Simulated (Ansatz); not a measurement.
# Squeezing and shearing glassy 76Al2O3-24P2O5 (mol %) (137 atoms)

How stiff is glassy 76Al2O3-24P2O5 (mol %) (137 atoms), and how do its levels respond to strain?

Program: Ansatz 0.2.0. Level of theory: Kohn-Sham DFT, PBE, PAW (set soft_2), plane waves. Values are calculated unless marked as measured.

## (1) The system as given

The cell holds 137 atoms: 38 Al, 12 P and 87 O. Its edges and angles: a = 11.638 Å, b = 11.638 Å, c = 11.638 Å, α = 90.0°, β = 90.0°, γ = 90.0°. 137 atoms (38 Al, 12 P, 87 O) placed at random at 2.77 g/cm³, melted at 4000 K for 10 ps at fixed volume with the Morse and Coulomb pair potential with partial charges (Pedone, Malavasi, Menziani, Cormack and Segre, J. Phys. Chem. B 110, 11780 (2006)). Quenched from 4000 K to 300 K at 50 K/ps and fixed volume, held 10 ps at zero pressure.

What the set-up can't give: The quench rate of 50 K/ps is orders of magnitude faster than experiment, which tends to freeze in extra defects. The network of bonds at the start is that of the classical potential that made the cell, and needn't be the one that DFT or experiment would give. Sampling is at Γ alone.

## (2) Single point at the start

The forces at the start show how far the geometry lies from a minimum of this functional.

Input file input.yaml:

```yaml
crystal:
  lattice:
    - [11.63754, 0.0, 0.0]
    - [0.0, 11.63754, 0.0]
    - [0.0, 0.0, 11.63754]
  atoms:
    - { symbol: Al, position: [0.68525, 0.09248, 0.43801] }
    - { symbol: Al, position: [0.89465, 0.01485, 0.57772] }
    - { symbol: Al, position: [0.09103, 0.4076, 0.34848] }
    - { symbol: Al, position: [0.60936, 0.33222, 0.5407] }
    - { symbol: Al, position: [0.83042, 0.4798, 0.57071] }
    - { symbol: Al, position: [0.09508, 0.09237, 0.14298] }
    - { symbol: Al, position: [0.11238, 0.03036, 0.72269] }
    - { symbol: Al, position: [0.1297, 0.23331, 0.52452] }
    - { symbol: Al, position: [0.89567, 0.45574, 0.02079] }
    - { symbol: Al, position: [0.54104, 0.98312, 0.92344] }
    - { symbol: Al, position: [0.2931, 0.84774, 0.27704] }
    - { symbol: Al, position: [0.50688, 0.21503, 0.32634] }
    - { symbol: Al, position: [0.88496, 0.71022, 0.1482] }
    - { symbol: Al, position: [0.03196, 0.86196, 0.00964] }
    - { symbol: Al, position: [0.32008, 0.08185, 0.59667] }
    - { symbol: Al, position: [0.48884, 0.41737, 0.78433] }
    - { symbol: Al, position: [0.295, 0.1447, 0.33126] }
    - { symbol: Al, position: [0.72444, 0.86329, 0.44756] }
    - { symbol: Al, position: [0.34978, 0.23492, 0.93961] }
    - { symbol: Al, position: [0.1259, 0.26332, 0.86004] }
    - { symbol: Al, position: [0.3765, 0.74236, 0.62674] }
    - { symbol: Al, position: [0.88404, 0.65594, 0.88251] }
    - { symbol: Al, position: [0.21634, 0.01256, 0.92339] }
    - { symbol: Al, position: [0.12717, 0.33196, 0.09434] }
    - { symbol: Al, position: [0.5039, 0.1952, 0.75638] }
    - { symbol: Al, position: [0.73005, 0.86666, 0.73873] }
    - { symbol: Al, position: [0.80258, 0.00479, 0.96906] }
    - { symbol: Al, position: [0.9947, 0.8486, 0.7921] }
    - { symbol: Al, position: [0.86433, 0.25827, 0.60847] }
    - { symbol: Al, position: [0.07944, 0.59344, 0.97335] }
    - { symbol: Al, position: [0.84626, 0.04418, 0.25498] }
    - { symbol: Al, position: [0.29137, 0.33335, 0.68444] }
    [... 99 atom lines left out ...]
    - { symbol: O, position: [0.68778, 0.94389, 0.87675] }
    - { symbol: O, position: [0.53507, 0.12377, 0.87379] }
    - { symbol: O, position: [0.95606, 0.83126, 0.12869] }
    - { symbol: O, position: [0.10381, 0.57686, 0.63275] }
    - { symbol: O, position: [0.20302, 0.59102, 0.89084] }
    - { symbol: O, position: [0.82301, 0.35857, 0.92319] }
kpoints:
  mp_grid: { grid: [1, 1, 1] }
hamiltonian:
  xc: pbe
scf:
  occupations: { method: fixed }
output:
  forces: true
```

Run with:

```bash
$ ansatz run input.yaml --threads 4 --pin off --max-ram 8192MiB --backend cpu --events-out ev --progress --plain --runs-dir out
```

What it wrote:

```text
[...]
Pseudopotentials: kind: paw
Pseudopotential: Al, paw, valence charge 3, recommended cutoff 420 eV (normal), Al.paw.azcp
Pseudopotential: P, paw, valence charge 5, recommended cutoff 420 eV (normal), P.paw.azcp
Pseudopotential: O, paw, valence charge 6, recommended cutoff 420 eV (normal), O.paw.azcp
[... 5 lines on functional and potentials left out ...]
Crystal: 137 atoms, lattice volume = 1576.099 Å³
Basis set: ecut = 420 eV, 31031 PW (Γ), exchange–correlation on 160×160×160 points (8 copies of the dense FFT grid, shifted against one another)
Bands: 485, of which v1, the nominal top of the filled ones, is band 348 counted from 1 (347 counted from 0)
Symmetry: 1 space group operations
Space group: P1 (ITA 1), of the structure as read, at distance tolerance 1.2e-4 Å
k-points: 1
[... 7 lines on functional and potentials left out ...]
Initial density: superposition of atomic densities (neutral atoms: chi_scale 0, normalization atom), corrected by the library's trained network
Initial wavefunctions: pseudopotential atomic-orbital guess
[...]
SCF iter   1: F=—  HF=-78997.969495 eV  |F-HF|=—  |Δ(HF+E_count)|=         —  Δρ=2.66e-3  dr2=1.73e-1  ethr=1.77e-3  ⟨swp⟩=6.0  Hψ=1713  notcnv=0  defer=134
preconditioner: auto → Resta (q_TF=auto, 2.381 Å⁻¹)  ε∞=3.2  [insulator: Δε(μ)=3.483 eV  Ē_g=16.500 eV  n_scr=364 (ndim 8)  ℏωp=24.7 eV  f_vac=0.085  ε∞_Penn≈3.2]
SCF iter   2: F=—  HF=-78997.921742 eV  |F-HF|=—  |Δ(HF+E_count)|=   4.78e-2  Δρ=1.43e-3  dr2=3.70e-2  ethr=2.48e-5  ⟨swp⟩=4.0  Hψ=759  notcnv=0  defer=135
SCF iter   3: F=—  HF=-78997.924231 eV  |F-HF|=—  |Δ(HF+E_count)|=   2.49e-3  Δρ=5.90e-4  dr2=8.95e-3  ethr=5.32e-6  ⟨swp⟩=3.0  Hψ=707  notcnv=0  defer=106
automatic band count: iteration 3 solves 456 bands in place of 485: the levels show a gap, and the empty bands left out lie too high to hold charge; the band table lists the bands solved (type scf.n_extra_bands for more)
SCF iter   4: F=—  HF=-78997.923836 eV  |F-HF|=—  |Δ(HF+E_count)|=   3.95e-4  Δρ=1.88e-4  dr2=7.44e-4  ethr=1.29e-6  ⟨swp⟩=3.0  Hψ=613  notcnv=0  defer=106
SCF iter   5: F=—  HF=-78997.923897 eV  |F-HF|=—  |Δ(HF+E_count)|=   6.07e-5  Δρ=1.14e-4  dr2=1.75e-4  ethr=1.07e-7  ⟨swp⟩=3.0  Hψ=711  notcnv=0  defer=106
SCF iter   6: F=—  HF=-78997.923909 eV  |F-HF|=—  |Δ(HF+E_count)|=   1.25e-5  Δρ=4.71e-5  dr2=2.97e-5  ethr=2.51e-8  ⟨swp⟩=2.0  Hψ=703  notcnv=0  defer=104
SCF iter   7: F=—  HF=-78997.923771 eV  |F-HF|=—  |Δ(HF+E_count)|=   1.38e-4  Δρ=1.36e-5  dr2=3.21e-6  ethr=4.27e-9  ⟨swp⟩=3.0  Hψ=948  notcnv=0  defer=104
SCF iter   8: F=—  HF=-78997.923773 eV  |F-HF|=—  |Δ(HF+E_count)|=   2.20e-6  Δρ=7.79e-6  dr2=8.04e-7  ethr=4.62e-10  ⟨swp⟩=3.0  Hψ=704  notcnv=0  defer=105
SCF iter   9: F=-78997.923773 eV  HF=-78997.923773 eV  |F-HF|=2.83e-8  |Δ(HF+E_count)|=   1.06e-7  Δρ=2.36e-6  dr2=8.26e-8  ethr=1.44e-11  ⟨swp⟩=4.0  Hψ=1774  notcnv=0
SCF 1 converged in 9 iterations: F = -78997.923773 eV  dr2 = 8.26e-8
[...]
SCF converged after 9 iterations
Free energy (F): -78997.923773 eV
Harris-Foulkes:  -78997.923773 eV  (|F-HF|=2.83e-8)
Internal energy: -78997.923773 eV  (E = F + TS)
E sigma→0 (E₀):  -78997.923773 eV
Fermi energy:    5.002091 eV
--- Per-component energies (eV) ---
[...]
Σ components = -78997.923773   (vs F -78997.923773, Δ=0.00e0)
--- Forces (eV/Å), atoms counted from 1 ---
  atom   1  Al    -1.67211484     0.79284734    -2.54463296
  atom   2  Al     0.02916163     0.17092837    -0.09371873
  atom   3  Al    -0.27167313     0.18132603    -3.83823456
  atom   4  Al    -0.74122993    -0.86640376     0.76804575
[...]
atom 137  O     -0.62389442     1.29522574     0.57320605
  max |Σ_I F_I| component: 2.09e-4 eV/Å
```

Elapsed: 13 s, on 4 threads of Intel Xeon Platinum 8488C (Sapphire Rapids), shared host; peak memory 2.1 GiB; 47 s of CPU time.

The column dr2 measures how far the density is from self-consistency, as an energy; F and HF (Harris–Foulkes) agree once it is small.

The r.m.s. force at the start is 1.1 eV/Å.

## (3) Cell and atoms relaxed

Cell and atoms are freed together, to release stress as well as forces.

Input file input.yaml:

```yaml
crystal:
  lattice:
    - [11.63754, 0.0, 0.0]
    - [0.0, 11.63754, 0.0]
    - [0.0, 0.0, 11.63754]
  atoms:
    [... the 137 atom lines of step 2 ...]
kpoints:
  mp_grid: { grid: [1, 1, 1] }
hamiltonian:
  xc: pbe
scf:
  occupations: { method: fixed }
output:
  forces: true
relax:
  f_tol: 0.05
  max_steps: 150
  cell: {}
```

What it wrote:

```text
[...]
Crystal: 137 atoms, lattice volume = 1576.099 Å³
Basis set: ecut = 420 eV, 31031 PW (Γ), exchange–correlation on 160×160×160 points (8 copies of the dense FFT grid, shifted against one another)
Bands: 485, of which v1, the nominal top of the filled ones, is band 348 counted from 1 (347 counted from 0)
Symmetry: 1 space group operations
[...]
k-points: 1
[...]
SCF iter   1: F=—  HF=-78997.969495 eV  |F-HF|=—  |Δ(HF+E_count)|=         —  Δρ=2.66e-3  dr2=1.73e-1  ethr=1.77e-3  ⟨swp⟩=6.0  Hψ=1713  notcnv=0  defer=134
[...]
SCF iter   9: F=-78997.923773 eV  HF=-78997.923773 eV  |F-HF|=2.83e-8  |Δ(HF+E_count)|=   1.06e-7  Δρ=2.36e-6  dr2=8.26e-8  ethr=1.44e-11  ⟨swp⟩=4.0  Hψ=1774  notcnv=0
SCF 1 converged in 9 iterations: F = -78997.923773 eV  dr2 = 8.26e-8
[...]
relax step   1: F+E_penalty+E_count = -78997.92377333 eV  Δ(F+E_penalty+E_count) = +0.000e0 eV  max|allowed force component| = 3.937e0 eV/Å  Δτ_max = 0.0000 Å  P = +9.293 GPa  Ω = 1576.099 Å³  (9 SCF iters, dr2 threshold 1.00e-7 eV, accepted)
[... from here on, the SCF cycles and remarks between the steps are left out ...]
relax step   2: F+E_penalty+E_count = -79003.65527735 eV  Δ(F+E_penalty+E_count) = -5.732e0 eV  max|allowed force component| = 2.393e0 eV/Å  Δτ_max = 0.1201 Å  P = +4.437 GPa  Ω = 1618.851 Å³  energy of the carried Pulay correction = -1.608e-1 eV  (8 SCF iters, dr2 threshold 1.37e-5 eV, accepted)
relax step   3: F+E_penalty+E_count = -79007.19942558 eV  Δ(F+E_penalty+E_count) = -3.544e0 eV  max|allowed force component| = 8.958e-1 eV/Å  Δτ_max = 0.1851 Å  P = -0.232 GPa  Ω = 1661.445 Å³  energy of the carried Pulay correction = -3.168e-1 eV  (8 SCF iters, dr2 threshold 1.37e-5 eV, accepted)
relax step   4: F+E_penalty+E_count = -79008.08693961 eV  Δ(F+E_penalty+E_count) = -8.875e-1 eV  max|allowed force component| = 6.029e-1 eV/Å  Δτ_max = 0.2000 Å  P = -0.217 GPa  Ω = 1658.097 Å³  energy of the carried Pulay correction = -3.047e-1 eV  (7 SCF iters, dr2 threshold 1.37e-5 eV, accepted)
relax step   5: F+E_penalty+E_count = -79008.56036525 eV  Δ(F+E_penalty+E_count) = -4.734e-1 eV  max|allowed force component| = 6.106e-1 eV/Å  Δτ_max = 0.2000 Å  P = +0.077 GPa  Ω = 1652.528 Å³  energy of the carried Pulay correction = -2.845e-1 eV  (7 SCF iters, dr2 threshold 1.37e-5 eV, accepted)
relax step   6: F+E_penalty+E_count = -79008.61875949 eV  Δ(F+E_penalty+E_count) = -5.839e-2 eV  max|allowed force component| = 1.798e-1 eV/Å  Δτ_max = 0.2000 Å  P = +0.004 GPa  Ω = 1656.920 Å³  energy of the carried Pulay correction = -3.004e-1 eV  (7 SCF iters, dr2 threshold 1.37e-5 eV, accepted)
relax step   7: F+E_penalty+E_count = -79008.68785562 eV  Δ(F+E_penalty+E_count) = -6.910e-2 eV  max|allowed force component| = 1.994e-1 eV/Å  Δτ_max = 0.2000 Å  P = +0.058 GPa  Ω = 1656.480 Å³  energy of the carried Pulay correction = -2.988e-1 eV  (8 SCF iters, dr2 threshold 2.02e-6 eV, accepted)
relax step   8: F+E_penalty+E_count = -79008.65699588 eV  Δ(F+E_penalty+E_count) = +3.086e-2 eV  max|allowed force component| = 6.181e-1 eV/Å  Δτ_max = 0.0925 Å  P = -0.118 GPa  Ω = 1659.273 Å³  energy of the carried Pulay correction = -3.090e-1 eV  (7 SCF iters, dr2 threshold 2.49e-6 eV, rejected (line search))
relax step   9: F+E_penalty+E_count = -79008.70752812 eV  Δ(F+E_penalty+E_count) = -1.967e-2 eV  max|allowed force component| = 5.413e-2 eV/Å  Δτ_max = 0.0463 Å  P = -0.014 GPa  Ω = 1658.879 Å³  energy of the carried Pulay correction = -3.075e-1 eV  (11 SCF iters, accepted)
relax step  10: F+E_penalty+E_count = -79008.70260017 eV  Δ(F+E_penalty+E_count) = +4.928e-3 eV  max|allowed force component| = 8.328e-2 eV/Å  Δτ_max = 0.1000 Å  P = -0.028 GPa  Ω = 1660.592 Å³  energy of the carried Pulay correction = -3.137e-1 eV  (9 SCF iters, dr2 threshold 1.83e-7 eV, accepted)
relax step  11: F+E_penalty+E_count = -79008.70455200 eV  Δ(F+E_penalty+E_count) = -1.952e-3 eV  max|allowed force component| = 1.138e-1 eV/Å  Δτ_max = 0.0641 Å  P = +0.009 GPa  Ω = 1661.125 Å³  energy of the carried Pulay correction = -3.157e-1 eV  (8 SCF iters, dr2 threshold 4.33e-7 eV, accepted)
relax step  12: F+E_penalty+E_count = -79008.70267050 eV  Δ(F+E_penalty+E_count) = +1.882e-3 eV  max|allowed force component| = 3.672e-1 eV/Å  Δτ_max = 0.1961 Å  P = -0.138 GPa  Ω = 1664.298 Å³  energy of the carried Pulay correction = -3.271e-1 eV  (8 SCF iters, dr2 threshold 8.09e-7 eV, accepted)
relax step  13: F+E_penalty+E_count = -79008.70537200 eV  Δ(F+E_penalty+E_count) = -2.702e-3 eV  max|allowed force component| = 3.705e-1 eV/Å  Δτ_max = 0.0745 Å  P = -0.173 GPa  Ω = 1664.952 Å³  energy of the carried Pulay correction = -3.295e-1 eV  (6 SCF iters, dr2 threshold 8.43e-6 eV, accepted)
relax step  14: F+E_penalty+E_count = -79008.83800405 eV  Δ(F+E_penalty+E_count) = -1.326e-1 eV  max|allowed force component| = 2.511e-1 eV/Å  Δτ_max = 0.2000 Å  P = +0.071 GPa  Ω = 1659.407 Å³  energy of the carried Pulay correction = -3.094e-1 eV  (7 SCF iters, dr2 threshold 8.58e-6 eV, accepted)
relax step  15: F+E_penalty+E_count = -79008.78911378 eV  Δ(F+E_penalty+E_count) = +4.889e-2 eV  max|allowed force component| = 5.187e-1 eV/Å  Δτ_max = 0.1951 Å  P = -0.009 GPa  Ω = 1658.088 Å³  energy of the carried Pulay correction = -3.047e-1 eV  (7 SCF iters, dr2 threshold 3.94e-6 eV, rejected (line search))
relax step  16: F+E_penalty+E_count = -79008.90836034 eV  Δ(F+E_penalty+E_count) = -7.036e-2 eV  max|allowed force component| = 1.024e-1 eV/Å  Δτ_max = 0.0976 Å  P = +0.024 GPa  Ω = 1658.700 Å³  energy of the carried Pulay correction = -3.069e-1 eV  (12 SCF iters, accepted)
relax step  17: F+E_penalty+E_count = -79008.93802696 eV  Δ(F+E_penalty+E_count) = -2.967e-2 eV  max|allowed force component| = 5.926e-2 eV/Å  Δτ_max = 0.0708 Å  P = -0.004 GPa  Ω = 1657.296 Å³  energy of the carried Pulay correction = -3.018e-1 eV  (7 SCF iters, dr2 threshold 6.55e-7 eV, accepted)
relax step  18: F+E_penalty+E_count = -79008.93826486 eV  Δ(F+E_penalty+E_count) = -2.379e-4 eV  max|allowed force component| = 9.191e-2 eV/Å  Δτ_max = 0.0191 Å  P = +0.004 GPa  Ω = 1657.216 Å³  energy of the carried Pulay correction = -3.015e-1 eV  (7 SCF iters, dr2 threshold 2.20e-7 eV, rejected (line search))
relax step  19: F+E_penalty+E_count = -79008.94034445 eV  Δ(F+E_penalty+E_count) = -2.317e-3 eV  max|allowed force component| = 1.672e-2 eV/Å  Δτ_max = 0.0095 Å  P = -0.000 GPa  Ω = 1657.513 Å³  energy of the carried Pulay correction = -3.026e-1 eV  (10 SCF iters, accepted)
relax step  20: F+E_penalty+E_count = -79009.38755890 eV  Δ(F+E_penalty+E_count) = -4.472e-1 eV  max|allowed force component| = 1.764e-2 eV/Å  Δτ_max = 0.0000 Å  P = +0.503 GPa  Ω = 1657.513 Å³  stress off target by 8.03e-1 GPa  SCF on the basis re-selected at this cell (its energy is not comparable with the rows above)  (8 SCF iters)
relax step  21: F+E_penalty+E_count = -79009.36425052 eV  Δ(F+E_penalty+E_count) = +2.331e-2 eV  max|allowed force component| = 6.951e-2 eV/Å  Δτ_max = 0.0404 Å  P = -0.051 GPa  Ω = 1668.812 Å³  energy of the carried Pulay correction = -4.648e-2 eV  (7 SCF iters, dr2 threshold 1.61e-6 eV, accepted)
relax step  22: F+E_penalty+E_count = -79009.37656852 eV  Δ(F+E_penalty+E_count) = -1.232e-2 eV  max|allowed force component| = 6.336e-2 eV/Å  Δτ_max = 0.0222 Å  P = +0.017 GPa  Ω = 1666.879 Å³  energy of the carried Pulay correction = -3.836e-2 eV  (7 SCF iters, dr2 threshold 3.02e-7 eV, accepted)
relax step  23: F+E_penalty+E_count = -79009.37438599 eV  Δ(F+E_penalty+E_count) = +2.183e-3 eV  max|allowed force component| = 1.299e-2 eV/Å  Δτ_max = 0.0097 Å  P = +0.003 GPa  Ω = 1667.562 Å³  energy of the carried Pulay correction = -4.122e-2 eV  (6 SCF iters, dr2 threshold 2.51e-7 eV, accepted)
relax step  24: F+E_penalty+E_count = -79009.41306369 eV  Δ(F+E_penalty+E_count) = -3.868e-2 eV  max|allowed force component| = 1.310e-2 eV/Å  Δτ_max = 0.0000 Å  P = +0.018 GPa  Ω = 1667.562 Å³  stress off target by 5.06e-2 GPa  SCF on the basis re-selected at this cell (its energy is not comparable with the rows above)  (7 SCF iters)
relax step  25: F+E_penalty+E_count = -79009.41233638 eV  Δ(F+E_penalty+E_count) = +7.273e-4 eV  max|allowed force component| = 5.425e-3 eV/Å  Δτ_max = 0.0066 Å  P = -0.000 GPa  Ω = 1667.798 Å³  energy of the carried Pulay correction = -9.913e-4 eV  (8 SCF iters, dr2 threshold 6.41e-9 eV, accepted)
relax step  26: F+E_penalty+E_count = -79009.41480499 eV  Δ(F+E_penalty+E_count) = -2.469e-3 eV  max|allowed force component| = 5.436e-3 eV/Å  Δτ_max = 0.0000 Å  P = +0.000 GPa  Ω = 1667.798 Å³  stress off target by 5.28e-3 GPa  SCF on the basis re-selected at this cell (its energy is not comparable with the rows above)  (6 SCF iters)
[...]
SCF converged after 6 iterations
Free energy (F): -79009.414805 eV
[...]
Internal energy: -79009.414805 eV  (E = F + TS)
E sigma→0 (E₀):  -79009.414805 eV
Fermi energy:    3.835921 eV
[...]
--- Forces (eV/Å), atoms counted from 1 ---
  atom   1  Al    -0.00054778     0.00039244     0.00086589
  atom   2  Al     0.00297883     0.00052919     0.00119926
  atom   3  Al    -0.00241795     0.00217637    -0.00147403
  atom   4  Al     0.00083780    -0.00101210     0.00006979
  atom   5  Al    -0.00341815     0.00083069     0.00035748
  atom   6  Al     0.00091020    -0.00192602    -0.00126479
  atom   7  Al     0.00245455    -0.00015803    -0.00282709
  atom   8  Al    -0.00032514    -0.00209226     0.00269023
  atom   9  Al     0.00018471     0.00004225     0.00039881
  atom  10  Al    -0.00077702    -0.00062165    -0.00292312
  atom  11  Al     0.00255791     0.00231660     0.00048470
  atom  12  Al    -0.00035285     0.00076249     0.00172546
  atom  13  Al     0.00111689     0.00151293     0.00084323
  atom  14  Al     0.00291077     0.00063685    -0.00211605
[...]
atom 136  O      0.00010143    -0.00127475     0.00099213
  atom 137  O      0.00090006     0.00079474     0.00038627
  max |Σ_I F_I| component: 2.55e-4 eV/Å
--- Stress (GPa, compression-positive) ---
        0.003491      -0.000524      -0.002940
       -0.000518      -0.002552       0.000407
       -0.002949       0.000414       0.000240
  P = ⅓ Tr σ = 0.0004 GPa (0.004 kbar)
--- Relaxed structure (23 steps of the walk, 20 accepted, 3 SCFs on fresh bases) ---
  F+E_penalty+E_count = -79009.41480499 eV   max|allowed force component| = 5.436e-3 eV/Å   (the final SCF, on the basis selected at the relaxed cell)
  cell:  # Å, volume = 1667.7985 Å³
    - [11.949577, 0.230256, -0.217297]
    - [0.230256, 11.732667, 0.079149]
    - [-0.217297, 0.079149, 11.904862]
  atoms:
    - { symbol: Al, position: [0.726259, 0.148408, 0.401371] }
    - { symbol: Al, position: [0.880191, 0.00864033, 0.572584] }
    - { symbol: Al, position: [0.096339, 0.405761, 0.332701] }
    - { symbol: Al, position: [0.613964, 0.327821, 0.555976] }
[...]
- { symbol: O, position: [0.827782, 0.379314, 0.906472] }
```

It took 4.7 min on 4 threads; peak memory 2.2 GiB; 18 min of CPU time.

The relaxation converged after 23 steps, with a largest force component of 0.0054 eV/Å.

(Part 1 of 4 ends here.)

[Long decimals in the printed logs are rounded to 6 places.]

[Logs are printed without paths, hosts, clocks, repeated set-up lines and the standing remarks that a program may print on its own settings, such as how far it seeks lower states.]

[Hosts, paths, dates, database ids (printed as entryN), source tags and the programs' standing remarks are cut or masked in the printed files.]
